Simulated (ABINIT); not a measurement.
# PbF2 (Fm-3m): refractive index against wavelength

The refractive index of PbF2 (Fm-3m) below the direct gap (4.58 eV on the mesh) is read from one computed spectrum, n = √(Re ε).

Symmetry: Fm-3m, No. 225, cubic system. Conventional cell: a = 5.927 Å, b = 5.927 Å, c = 5.927 Å, α = 90.00°, β = 90.00°, γ = 90.00°. Around Pb on site a lie 8 F at 2.57 Å. Around F on site c lie 4 Pb at 2.57 Å.

Method: ABINIT 10.8.3, PBE, independent particles, k-mesh 10×10×10, Lorentzian half width 0.04 eV.

Launch of the response step: `optic optic.abi`. The run took 60 s, its band step included, on 4 threads of Arm Neoverse V2, with other jobs on the host.

```tsv
wavelength (nm)	photon energy E (eV)	n
1064	1.165	1.9174
850	1.459	1.9276
700	1.771	1.9414
633	1.959	1.9514
532	2.331	1.9756
450	2.755	2.0120
405	3.061	?
```

In the single-oscillator model n² − 1 = E₀E_d/(E₀² − E²), so 1/(n² − 1) = E₀/E_d − E²/(E₀E_d) is linear in E².

Working, on the rows shown:

| x = E² (eV²) | y = 1/(n² − 1) |
| --- | --- |
| 1.35784 | 0.373633 |
| 2.12762 | 0.368237 |
| 3.13716 | 0.361137 |
| 3.83641 | 0.35613 |
| 5.43137 | 0.344472 |
| 7.59115 | 0.328068 |

Means: x̄ = 3.9136, ȳ = 0.35528. Σ(x − x̄)(y − ȳ) = -0.1911, Σ(x − x̄)² = 26.16. Slope = -0.1911 / 26.16 = -0.007307; intercept = ȳ − slope · x̄ = 0.38388. Turned back into n, the line misses the rows shown by at most 0.00078.

What does the fit predict for the withheld row, and how well does it do?

At x = 9.3718 the line gives y = 0.3154, that is 2.0422. The run gave 2.0459, so the extrapolation is off by 0.0037, 3 % of the range in the table.

Refitted with all rows, the slope is -0.007442 and the intercept 0.3843. These give E₀ = √(intercept/−slope) = 7.19 eV and E_d = E₀/intercept = 18.7 eV; E₀ is 1.6 times the direct gap. The electronic limit at long wavelengths, without lattice vibrations, is n = √(1 + 1/intercept) = 1.898. The cell comes from an older database entry, whose edges can be off by a per cent or so. Excitons are left out and so are local fields. The values come from a sum over the points of one k-mesh and carry its error, which grows as the direct gap shrinks. Spin-orbit coupling is left out.

[Logs are printed without paths, hosts, clocks, repeated set-up lines and the standing remarks that a program may print on its own settings, such as how far it seeks lower states.]
